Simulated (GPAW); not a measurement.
# The basis that the transmission of H2 in line between two C chains needs

Wanted: the zero-bias transmission of H2 in line between two C chains on a ladder of levels, with run times.

Program: GPAW 26.7.0. Level of theory: GPAW LCAO, PAW setups; Landauer transmission from Green's functions with principal layers (ASE), zero bias. Results are calculated unless marked as measured.

## Step 1: The starting structure

The cell holds 14 atoms: 12 C and 2 H. Cell: a = 9.000 Å, b = 9.000 Å, c = 16.667 Å, α = 90.0°, β = 90.0°, γ = 90.0°. Regions: left lead, 6 atoms (6 C); channel, 2 atoms (2 H); right lead, 6 atoms (6 C). Vacuum lies along a and b. The structure is stacked along c, and the current runs across the ab planes.

## Step 2: GPAW, dzp

The script solves lead and junction separately, takes H and S in the orbital basis, and joins semi-infinite leads through their self-energies; the dzp basis is the working standard.

Contents of run.py:

```python
import json
import numpy as np
from ase import Atoms
from ase.transport.calculators import TransportCalculator
from gpaw import GPAW, FermiDirac
from gpaw.lcao.tools import get_lcao_hamiltonian
from scipy.linalg import eigh

# The junction with lead layers at both ends, along the third cell vector
device = Atoms(
    ['C', 'C', 'C', 'C', 'C', 'C', 'H', 'H', 'C', 'C', 'C', 'C', 'C', 'C'],
    positions=[
        [4.50000, 4.50000, 0.64000],
        [4.50000, 4.50000, 1.92000],
        [4.50000, 4.50000, 3.20000],
        [4.50000, 4.50000, 4.48000],
        [4.50000, 4.50000, 5.76000],
        [4.50000, 4.50000, 7.04000],
        [4.50000, 4.50000, 7.90850],
        [4.50000, 4.50000, 8.75850],
        [4.50000, 4.50000, 9.62700],
        [4.50000, 4.50000, 10.90700],
        [4.50000, 4.50000, 12.18700],
        [4.50000, 4.50000, 13.46700],
        [4.50000, 4.50000, 14.74700],
        [4.50000, 4.50000, 16.02700]],
    cell=[[9.0, 0.0, 0.0], [0.0, 9.0, 0.0], [0.0, 0.0, 16.667]],
    pbc=True)

# One principal layer of the lead: the first 4 atoms of the device
lead = Atoms(
    ['C', 'C', 'C', 'C'],
    positions=[
        [4.50000, 4.50000, 0.64000],
        [4.50000, 4.50000, 1.92000],
        [4.50000, 4.50000, 3.20000],
        [4.50000, 4.50000, 4.48000]],
    cell=[[9.0, 0.0, 0.0], [0.0, 9.0, 0.0], [0.0, 0.0, 5.12]],
    pbc=True)

settings = dict(mode='lcao', basis='dzp', xc='PBE', h=0.2,
                occupations=FermiDirac(0.1), maxiter=250,
                mixer=dict(beta=0.1, nmaxold=8, weight=100.0),
                convergence=dict(density=0.0001))
energies = np.arange(-2, 2 + 1e-9, 0.05)
eta = 0.0001
n1, n2 = 1, 1
# k and -k transmit alike, so half of the mesh across the current serves
mesh = [(i, j) for i in range(n1) for j in range(n2) if (i, j) <= (-i % n1, -j % n2)]
weights = np.array([1 if (i, j) == (-i % n1, -j % n2) else 2 for i, j in mesh]) / (n1 * n2)

# [... helper functions left out ...]
fermi_lead = ground_state(lead, (1, 1, 22), 'lead.txt')
fermi_device = ground_state(device, (1, 1, 5), 'device.txt')
# [... loop over the mesh left out, but for ...]
        # Shift the lead onto the potential of the device's first layer
        shift = ((H[:, 0, 0] - H0[:, 0, 0]) / S0[0, 0]).real.mean()
# [...]
kT = 8.617333e-5 * 500
bias = [0.1, 0.2, 0.5, 1.0, 1.5, 2.0]
# [... integrals and printing left out ...]
```

Started as:

```
OMP_NUM_THREADS=1 OPENBLAS_NUM_THREADS=1 python run.py
```

Output:

```text
basis functions: device 166, principal layer 52
Fermi level: lead -4.2215 eV, device -4.2199 eV; lead shifted by -0.0118 eV
largest coupling past the next layer 1.03e-04 eV, largest misfit of the first layer 0.164 eV
  E-E_F (eV)   T (one spin)  [channel counts left out]
    -2.000    1.2668e-01
    -1.950    1.2977e-01
    -1.900    1.3296e-01
    -1.850    1.3623e-01
    -1.800    1.3961e-01
    -1.750    1.4308e-01
    -1.700    1.4666e-01
    -1.650    1.5033e-01
    -1.600    1.5411e-01
    -1.550    1.5798e-01
    -1.500    1.6195e-01
    -1.450    1.6602e-01
    -1.400    1.7017e-01
    -1.350    1.7441e-01
    -1.300    1.7873e-01
    -1.250    1.8312e-01
[...]
1.650    3.0073e-01
     1.700    3.0085e-01
     1.750    3.0103e-01
     1.800    3.0126e-01
     1.850    3.0156e-01
     1.900    3.0192e-01
     1.950    3.0236e-01
     2.000    3.0286e-01
conductance at 500 K: 0.28405 G0 a cell; thermopower -2.118 uV/K
current from the zero-bias T(E) at 0.1 V: 2.2006 uA
current from the zero-bias T(E) at 0.2 V: 4.3998 uA
current from the zero-bias T(E) at 0.5 V: 10.974 uA
current from the zero-bias T(E) at 1.0 V: 21.774 uA
current from the zero-bias T(E) at 1.5 V: 32.254 uA
current from the zero-bias T(E) at 2.0 V: 42.319 uA
```

Run time: 20 s. Hardware: 1 thread of Arm Neoverse V2, shared host; peak memory 0.55 GiB.

This step gave:

```
conductance                                    : 0.2841 G₀
thermopower                                    : -2.118 μV/K
largest coupling past the next principal layer : 1.03e-4 eV
largest misfit of the first principal layer    : 0.1643 eV
shift that aligns the lead                     : -0.01181 eV
basis functions of the junction                : 166
basis functions of a principal layer           : 52
transmission at the Fermi level (one spin)     : 0.2843
```

One spin. Table of transmission, zone mean by energy, zero at the Fermi level:

| energy (eV) | transmission, zone mean |
| --- | --- |
| -2.00 | 0.127 |
| -1.90 | 0.133 |
| -1.80 | 0.140 |
| -1.70 | 0.147 |
| -1.55 | 0.158 |
| -1.45 | 0.166 |
| -1.35 | 0.174 |
| -1.25 | 0.183 |
| -1.15 | 0.192 |
| -1.05 | 0.201 |
| -0.90 | 0.215 |
| -0.80 | 0.224 |
| -0.70 | 0.234 |
| -0.60 | 0.242 |
| -0.50 | 0.251 |
| -0.40 | 0.259 |
| -0.25 | 0.270 |
| -0.15 | 0.276 |
| -0.05 | 0.282 |
| 0.00 | 0.284 |
| 0.05 | 0.287 |
| 0.15 | 0.291 |
| 0.25 | 0.294 |
| 0.40 | 0.298 |
| 0.50 | 0.300 |
| 0.60 | 0.301 |
| 0.70 | 0.302 |
| 0.80 | 0.302 |
| 0.90 | 0.302 |
| 1.05 | 0.302 |
| 1.15 | 0.302 |
| 1.25 | 0.301 |
| 1.35 | 0.301 |
| 1.45 | 0.301 |
| 1.55 | 0.301 |
| 1.70 | 0.301 |
| 1.80 | 0.301 |
| 1.90 | 0.302 |
| 2.00 | 0.303 |

Not self-consistent under bias; the bias window is split evenly. The current through one cell, from the zero-bias transmission by bias:

| bias (V) | current through one cell, from the zero-bias transmission (μA) |
| --- | --- |
| 0.100 | 2.20 |
| 0.200 | 4.40 |
| 0.500 | 11.0 |
| 1.000 | 21.8 |
| 1.500 | 32.3 |
| 2.000 | 42.3 |

Table of transmission of the three most open eigenchannels by energy, zero at the Fermi level:

| energy (eV) | channel 1 = channel 2 | channel 3 |
| --- | --- | --- |
| -2.000 | 0.0633 | 0 |
| -1.800 | 0.0698 | 0 |
| -1.600 | 0.0771 | 0 |
| -1.400 | 0.0851 | 0 |
| -1.200 | 0.0938 | 0 |
| -1.000 | 0.103 | 0 |
| -0.800 | 0.112 | 0 |
| -0.600 | 0.121 | 0 |
| -0.400 | 0.129 | 0 |
| -0.200 | 0.136 | 0 |
| 0.000 | 0.142 | 0 |
| 0.200 | 0.146 | 0 |
| 0.400 | 0.149 | 0 |
| 0.600 | 0.151 | 0 |
| 0.800 | 0.151 | 0 |
| 1.000 | 0.151 | 0 |
| 1.200 | 0.151 | 0 |
| 1.400 | 0.150 | 0 |
| 1.600 | 0.150 | 0 |
| 1.800 | 0.151 | 0 |
| 2.000 | 0.151 | 0 |

Couplings past the next layer reach 1.0e-4 eV, small enough to drop; the matrix elements of the cell's first layer differ from the bulk lead's by up to 0.16 eV. That layer keeps its own values in the calculation, and only beyond it is the lead taken as perfect. The Fermi levels of lead and junction count from different zeros of potential, one for each periodic cell; with both set to zero, the small remaining shift is what aligns them. By hand: G = 0.2841 × 77.48 μS = 22.0 μS, a resistance of 45.4 kΩ; at 0.1 V a linear junction would pass 2.20 μA, and the integral over the bias window gives 2.20 μA. Mott's formula, S = -(π²/3)(k_B²T/e) d ln T/dE, has the prefactor 12.2 μV/K·eV at 500 K; T = 0.2817 at -0.05 eV and 0.2867 at 0.05 eV give a slope of 0.173 per eV and S = -2.12 μV/K, beside -2.12 μV/K from the thermal integral, which interpolates the same grid.

## Step 3: Single-zeta polarised basis

One radial function a shell plus polarisation makes the matrices smaller; the question is what that costs.

Edit run.py of step 2 so:

```diff
@@ -40,3 +40,3 @@
 
-settings = dict(mode='lcao', basis='dzp', xc='PBE', h=0.2,
+settings = dict(mode='lcao', basis='szp(dzp)', xc='PBE', h=0.2,
                 occupations=FermiDirac(0.1), maxiter=250,
```

Output:

```text
basis functions: device 116, principal layer 36
Fermi level: lead -6.8417 eV, device -6.6027 eV; lead shifted by -0.0351 eV
largest coupling past the next layer 1.03e-04 eV, largest misfit of the first layer 0.166 eV
  E-E_F (eV)   T (one spin)  [channel counts left out]
    -2.000    1.2329e-01
    -1.950    1.2614e-01
    -1.900    1.2907e-01
    -1.850    1.3208e-01
    -1.800    1.3518e-01
    -1.750    1.3836e-01
    -1.700    1.4163e-01
    -1.650    1.4499e-01
    -1.600    1.4844e-01
    -1.550    1.5198e-01
    -1.500    1.5560e-01
    -1.450    1.5930e-01
    -1.400    1.6308e-01
    -1.350    1.6693e-01
    -1.300    1.7085e-01
    -1.250    1.7483e-01
[...]
1.650    2.3517e-01
     1.700    2.3426e-01
     1.750    2.3340e-01
     1.800    2.3260e-01
     1.850    2.3187e-01
     1.900    2.3120e-01
     1.950    2.3059e-01
     2.000    2.3005e-01
conductance at 500 K: 0.25685 G0 a cell; thermopower -1.253 uV/K
current from the zero-bias T(E) at 0.1 V: 1.9898 uA
current from the zero-bias T(E) at 0.2 V: 3.9779 uA
current from the zero-bias T(E) at 0.5 V: 9.9162 uA
current from the zero-bias T(E) at 1.0 V: 19.636 uA
current from the zero-bias T(E) at 1.5 V: 28.994 uA
current from the zero-bias T(E) at 2.0 V: 37.885 uA
```

Run time: 15 s. Hardware: 1 thread; peak memory 0.54 GiB.

Numbers from this step:

```
conductance                                 : 0.2568 G₀
largest misfit of the first principal layer : 0.1661 eV
shift that aligns the lead                  : -0.03513 eV
basis functions of the junction             : 116
basis functions of a principal layer        : 36
transmission at the Fermi level (one spin)  : 0.2571
```

One spin. Table of transmission, zone mean by energy, zero at the Fermi level:

energy (eV), transmission, zone mean and a bar from the least value:
```
    -2.00      0.123 
    -1.85      0.132 ##
    -1.70      0.142 ####
    -1.60      0.148 #####
    -1.45      0.159 ########
    -1.30      0.171 ##########
    -1.15      0.183 #############
    -1.05      0.191 ###############
    -0.90      0.203 #################
    -0.75      0.215 ####################
    -0.60      0.227 ######################
    -0.50      0.234 ########################
    -0.35      0.243 ##########################
    -0.20      0.250 ############################
    -0.05      0.256 #############################
     0.00      0.257 #############################
     0.05      0.258 #############################
     0.20      0.261 ##############################
     0.35      0.261 ##############################
     0.50      0.260 ##############################
     0.60      0.259 ##############################
     0.75      0.256 #############################
     0.90      0.253 ############################
     1.05      0.249 ###########################
     1.15      0.247 ###########################
     1.30      0.243 ##########################
     1.45      0.239 #########################
     1.60      0.236 #########################
     1.70      0.234 ########################
     1.85      0.232 ########################
     2.00      0.230 #######################
```

Not self-consistent under bias; the bias window is split evenly. Current through one cell, from the zero-bias transmission against bias:

| bias (V) | current through one cell, from the zero-bias transmission (μA) |
| --- | --- |
| 0.100 | 1.99 |
| 0.200 | 3.98 |
| 0.500 | 9.92 |
| 1.000 | 19.6 |
| 1.500 | 29.0 |
| 2.000 | 37.9 |

Transmission of the three most open eigenchannels against energy, zero at the Fermi level:

| energy (eV) | channel 1 = channel 2 | channel 3 |
| --- | --- | --- |
| -2.00 | 0.0616 | 0 |
| -1.85 | 0.0660 | 0 |
| -1.70 | 0.0708 | 0 |
| -1.60 | 0.0742 | 0 |
| -1.45 | 0.0796 | 0 |
| -1.30 | 0.0854 | 0 |
| -1.15 | 0.0915 | 0 |
| -1.05 | 0.0956 | 0 |
| -0.90 | 0.102 | 0 |
| -0.75 | 0.108 | 0 |
| -0.60 | 0.113 | 0 |
| -0.50 | 0.117 | 0 |
| -0.35 | 0.121 | 0 |
| -0.20 | 0.125 | 0 |
| -0.05 | 0.128 | 0 |
| 0.00 | 0.129 | 0 |
| 0.05 | 0.129 | 0 |
| 0.20 | 0.130 | 0 |
| 0.35 | 0.131 | 0 |
| 0.50 | 0.130 | 0 |
| 0.60 | 0.130 | 0 |
| 0.75 | 0.128 | 0 |
| 0.90 | 0.127 | 0 |
| 1.05 | 0.125 | 0 |
| 1.15 | 0.123 | 0 |
| 1.30 | 0.121 | 0 |
| 1.45 | 0.120 | 0 |
| 1.60 | 0.118 | 0 |
| 1.70 | 0.117 | 0 |
| 1.85 | 0.116 | 0 |
| 2.00 | 0.115 | 0 |

The conductance, 0.257 G₀, lies 10 % below that of the dzp run.

## Step 4: Minimal basis

One function for each valence shell of the setup, as for a first survey of a large system.

Edit run.py of step 3 so:

```diff
@@ -40,3 +40,3 @@
 
-settings = dict(mode='lcao', basis='szp(dzp)', xc='PBE', h=0.2,
+settings = dict(mode='lcao', basis='sz(dzp)', xc='PBE', h=0.2,
                 occupations=FermiDirac(0.1), maxiter=250,
```

Output:

```text
basis functions: device 50, principal layer 16
Fermi level: lead -7.7027 eV, device -7.4696 eV; lead shifted by -0.0400 eV
largest coupling past the next layer 1.04e-04 eV, largest misfit of the first layer 0.188 eV
  E-E_F (eV)   T (one spin)  [channel counts left out]
    -2.000    1.1252e-01
    -1.950    1.1481e-01
    -1.900    1.1714e-01
[...]
1.950    1.6234e-01
     2.000    1.6142e-01
conductance at 500 K: 0.19485 G0 a cell; thermopower -0.522 uV/K
current from the zero-bias T(E) at 0.1 V: 1.5095 uA
current from the zero-bias T(E) at 0.2 V: 3.018 uA
current from the zero-bias T(E) at 0.5 V: 7.528 uA
current from the zero-bias T(E) at 1.0 V: 14.937 uA
current from the zero-bias T(E) at 1.5 V: 22.123 uA
current from the zero-bias T(E) at 2.0 V: 29.006 uA
```

Wall time 11 s (1 thread); peak memory 0.51 GiB.

Numbers from this step:

| Item | Value |
| --- | --- |
| conductance | 0.1948 G₀ |
| largest coupling past the next principal layer | 1.04e-4 eV |
| largest misfit of the first principal layer | 0.1878 eV |
| shift that aligns the lead | -0.04003 eV |
| basis functions of the junction | 50 |
| basis functions of a principal layer | 16 |
| transmission at the Fermi level (one spin) | 0.1950 |

One spin. Transmission, zone mean against energy, zero at the Fermi level:

| energy (eV) | transmission, zone mean |
| --- | --- |
| -2.000 | 0.113 |
| -1.800 | 0.122 |
| -1.600 | 0.132 |
| -1.400 | 0.142 |
| -1.200 | 0.153 |
| -1.000 | 0.163 |
| -0.800 | 0.173 |
| -0.600 | 0.181 |
| -0.400 | 0.188 |
| -0.200 | 0.192 |
| 0.000 | 0.195 |
| 0.150 | 0.196 |
| 0.200 | 0.196 |
| 0.400 | 0.195 |
| 0.600 | 0.192 |
| 0.800 | 0.188 |
| 1.000 | 0.184 |
| 1.200 | 0.179 |
| 1.400 | 0.174 |
| 1.600 | 0.170 |
| 1.800 | 0.165 |
| 2.000 | 0.161 |

The conductance, 0.195 G₀, lies 31 % below that of the dzp run.

## Step 5: LDA in the dzp basis: xc = "LDA"

Back in the dzp basis, the functional changes from PBE to LDA, to set the spread between functionals beside that between bases.

Edit run.py of step 4 so:

```diff
@@ -40,3 +40,3 @@
 
-settings = dict(mode='lcao', basis='sz(dzp)', xc='PBE', h=0.2,
+settings = dict(mode='lcao', basis='dzp', xc='LDA', h=0.2,
                 occupations=FermiDirac(0.1), maxiter=250,
```

Output:

```text
basis functions: device 166, principal layer 52
Fermi level: lead -4.4526 eV, device -4.4561 eV; lead shifted by -0.0104 eV
largest coupling past the next layer 1.02e-04 eV, largest misfit of the first layer 0.162 eV
  E-E_F (eV)   T (one spin)  [channel counts left out]
    -2.000    1.3240e-01
    -1.950    1.3569e-01
    -1.900    1.3908e-01
[...]
1.950    3.1883e-01
     2.000    3.1923e-01
conductance at 500 K: 0.30442 G0 a cell; thermopower -2.146 uV/K
current from the zero-bias T(E) at 0.1 V: 2.3584 uA
current from the zero-bias T(E) at 0.2 V: 4.715 uA
current from the zero-bias T(E) at 0.5 V: 11.758 uA
current from the zero-bias T(E) at 1.0 V: 23.316 uA
current from the zero-bias T(E) at 1.5 V: 34.507 uA
current from the zero-bias T(E) at 2.0 V: 45.223 uA
```

Run time: 17 s. Hardware: 1 thread; peak memory 0.55 GiB.

This step gave:

```yaml
conductance: 0.3044 G₀
thermopower: -2.146 μV/K
largest_coupling_past_the_next_principal_layer: 1.02e-4 eV
largest_misfit_of_the_first_principal_layer: 0.1624 eV
shift_that_aligns_the_lead: -0.01043 eV
basis_functions_of_the_junction: 166
basis_functions_of_a_principal_layer: 52
transmission_at_the_fermi_level_one_spin: 0.3047
```

The conductance, 0.304 G₀, lies 7.2 % above that of the dzp run.

## Step 6: The ladder

Times are for 1 thread of Arm Neoverse V2, shared host. The series side by side:

| no. | run | conductance (G₀) | time | memory (GiB) |
| --- | --- | --- | --- | --- |
| 1 | dzp | 0.2841 | 20 s | 0.55 |
| 2 | szp | 0.2568 | 15 s | 0.54 |
| 3 | sz | 0.1948 | 11 s | 0.51 |
| 4 | dzp LDA | 0.3044 | 17 s | 0.55 |

## Step 7: The levels side by side

The curves are compared point by point over the common energies.

This step: comparison of transmission and cost over codes and levels (GPAW 26.7.0).

Ladder, by row:

| step | code | T at the Fermi level (sum over the listed spins) | conductance (G0) | r.m.s. T(E) from the first | wall time (s) | peak memory (GiB) | threads |
| --- | --- | --- | --- | --- | --- | --- | --- |
| dzp | GPAW | 0.2843 | 0.2841 | 0 | 20.08 | 0.55 | 1 |
| szp | GPAW | 0.2571 | 0.2568 | 0.03865 | 15.47 | 0.54 | 1 |
| sz | GPAW | 0.195 | 0.1948 | 0.09137 | 11.25 | 0.51 | 1 |
| dzp-LDA | GPAW | 0.3047 | 0.3044 | 0.01664 | 17.39 | 0.55 | 1 |

The transmission, zone mean, sum over the listed spins by energy, zero at the Fermi level:

| energy (eV) | dzp | szp | sz | dzp-LDA |
| --- | --- | --- | --- | --- |
| -2.0000 | 0.127 | 0.123 | 0.113 | 0.132 |
| -1.7500 | 0.143 | 0.138 | 0.124 | 0.150 |
| -1.5000 | 0.162 | 0.156 | 0.137 | 0.170 |
| -1.2500 | 0.183 | 0.175 | 0.150 | 0.193 |
| -1.0000 | 0.206 | 0.195 | 0.163 | 0.218 |
| -0.7500 | 0.229 | 0.215 | 0.175 | 0.244 |
| -0.5000 | 0.251 | 0.234 | 0.184 | 0.268 |
| -0.2500 | 0.270 | 0.248 | 0.191 | 0.289 |
| 0.0000 | 0.284 | 0.257 | 0.195 | 0.305 |
| 0.2500 | 0.294 | 0.261 | 0.196 | 0.315 |
| 0.5000 | 0.300 | 0.260 | 0.193 | 0.321 |
| 0.7500 | 0.302 | 0.256 | 0.189 | 0.323 |
| 1.0000 | 0.302 | 0.251 | 0.184 | 0.322 |
| 1.2500 | 0.301 | 0.244 | 0.178 | 0.320 |
| 1.5000 | 0.301 | 0.238 | 0.172 | 0.318 |
| 1.7500 | 0.301 | 0.233 | 0.166 | 0.318 |
| 2.0000 | 0.303 | 0.230 | 0.161 | 0.319 |

## Step 8: Functional BLYP

The functional moves levels against the Fermi level.

This step: GPAW LCAO, PAW setups; Landauer transmission from Green's functions with principal layers (ASE), zero bias (GPAW 26.7.0).

Edit run.py of step 5 so:

```diff
@@ -40,3 +40,3 @@
 
-settings = dict(mode='lcao', basis='dzp', xc='LDA', h=0.2,
+settings = dict(mode='lcao', basis='dzp', xc='BLYP', h=0.2,
                 occupations=FermiDirac(0.1), maxiter=250,
```

Output:

```text
FileNotFoundError: Could not find required PAW dataset file "C.BLYP".
```

Elapsed: 0.71 s, on 1 thread; peak memory 0.1 GiB.

The program refused the input before any cycle.

The program's message: “FileNotFoundError: Could not find required PAW dataset file "C.BLYP".”

## Step 9: Another change of settings

A last run, with other settings again.

Edit run.py of step 8 so:

```diff
@@ -40,4 +40,4 @@
 
-settings = dict(mode='lcao', basis='dzp', xc='BLYP', h=0.2,
-                occupations=FermiDirac(0.1), maxiter=250,
+settings = dict(mode='lcao', basis='dzp', xc='PBE0', h=0.2,
+                occupations=FermiDirac(0.1), maxiter=50,
                 mixer=dict(beta=0.1, nmaxold=8, weight=100.0),
```

Output:

```text
gpaw.dft.LegacyGPAWError
```

Run time: 0.82 s. Hardware: 1 thread; peak memory 0.13 GiB.

The program refused the input before any cycle.

The fault put into the input: an unknown or unserved functional (xc = "PBE0").

## Step 10: Summary of results

```yaml
conductance: 0.284 G₀
transmission_at_the_fermi_level_mean_of_the_spins: 0.284
thermopower: -2.12 μV/K
```

In the dzp basis the junction conducts 0.284 G₀ at 500 K, with T = 0.284 a spin at the Fermi level; the szp basis reaches that conductance within 10 %. At the Fermi level two eigenchannels carry the current (0.14 and 0.14). Measured against the first run (dzp), the nearest curve is that of dzp-LDA (r.m.s. 0.017) and the farthest that of sz (0.091). Over the compared runs wall time goes from 11 s (sz) to 20 s (dzp), on a shared host. The geometry was built from estimated bond lengths and not relaxed, so the numbers describe this model structure. An evenly spaced straight chain is an idealisation: free chains tend to dimerise, zigzag or, where a band edge lies near the Fermi level, turn magnetic. The currents use the zero-bias T(E) throughout, which holds only while the bias is small against the distance to the nearest feature.

[Logs are printed without paths, hosts, clocks, repeated set-up lines and the standing remarks that a program may print on its own settings, such as how far it seeks lower states.]

[Hosts, paths, dates, database ids (printed as entryN), source tags and the programs' standing remarks are cut or masked in the printed files.]
